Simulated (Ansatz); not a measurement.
ZnS (F-43m): refractive index against wavelength

The refractive index of ZnS (F-43m) below the direct gap (2.11 eV on the mesh) is read from one computed spectrum, n = √(Re ε).

The structure is cubic, space group F-43m (No. 216). The conventional cell has a = 5.404 Å, b = 5.404 Å, c = 5.404 Å, α = 90.00°, β = 90.00°, γ = 90.00°. Zn on site c is surrounded by 4 S at 2.34 Å. Around S on site a lie 4 Zn at 2.34 Å.

Method: Ansatz 0.2.0, PBE, independent particles, k-mesh 8×8×8 with interpolation inside its cells, Gaussian parameter 0.1 eV.

Launch of the response step: `ansatz run input.yaml --threads 4 --pin off --max-ram 8192MiB --backend cpu --events-out ev --progress --plain --runs-dir out`. The run took 4 s, on 4 threads of Arm Neoverse V2, with other jobs on the host.

| wavelength (nm) | photon energy E (eV) | n |
| --- | --- | --- |
| 3000 | 0.413 | 2.5171 |
| 2000 | 0.620 | 2.5248 |
| 1550 | 0.800 | 2.5344 |
| 1310 | 0.946 | 2.5443 |
| 1064 | 1.165 | 2.5630 |
| 850 | 1.459 | ? |

In the single-oscillator model n² − 1 = E₀E_d/(E₀² − E²), so 1/(n² − 1) = E₀/E_d − E²/(E₀E_d) is linear in E².

Working, on the rows shown:

| x = E² (eV²) | y = 1/(n² − 1) |
| --- | --- |
| 0.170801 | 0.187414 |
| 0.384302 | 0.18606 |
| 0.639837 | 0.184394 |
| 0.895757 | 0.1827 |
| 1.35784 | 0.179566 |

Means: x̄ = 0.68971, ȳ = 0.18403. Σ(x − x̄)(y − ȳ) = -0.00565, Σ(x − x̄)² = 0.8539. Slope = -0.00565 / 0.8539 = -0.006617; intercept = ȳ − slope · x̄ = 0.18859. Turned back into n, the line misses the rows shown by at most 0.00026.

Q: What does the fit predict for the withheld row, and how well does it do?

A: At x = 2.1276 the line gives y = 0.17451, that is 2.5943. The run gave 2.5973, so the extrapolation is off by 0.003, 4 % of the range in the table.

Refitted with all rows, the slope is -0.006839 and the intercept 0.18872. These give E₀ = √(intercept/−slope) = 5.25 eV and E_d = E₀/intercept = 27.8 eV; E₀ is 2.5 times the direct gap. The electronic limit at long wavelengths, without lattice vibrations, is n = √(1 + 1/intercept) = 2.510. The cell comes from an older database entry, whose edges can be off by a per cent or so. Excitons are left out and so are local fields; PBE gaps are as a rule too small.
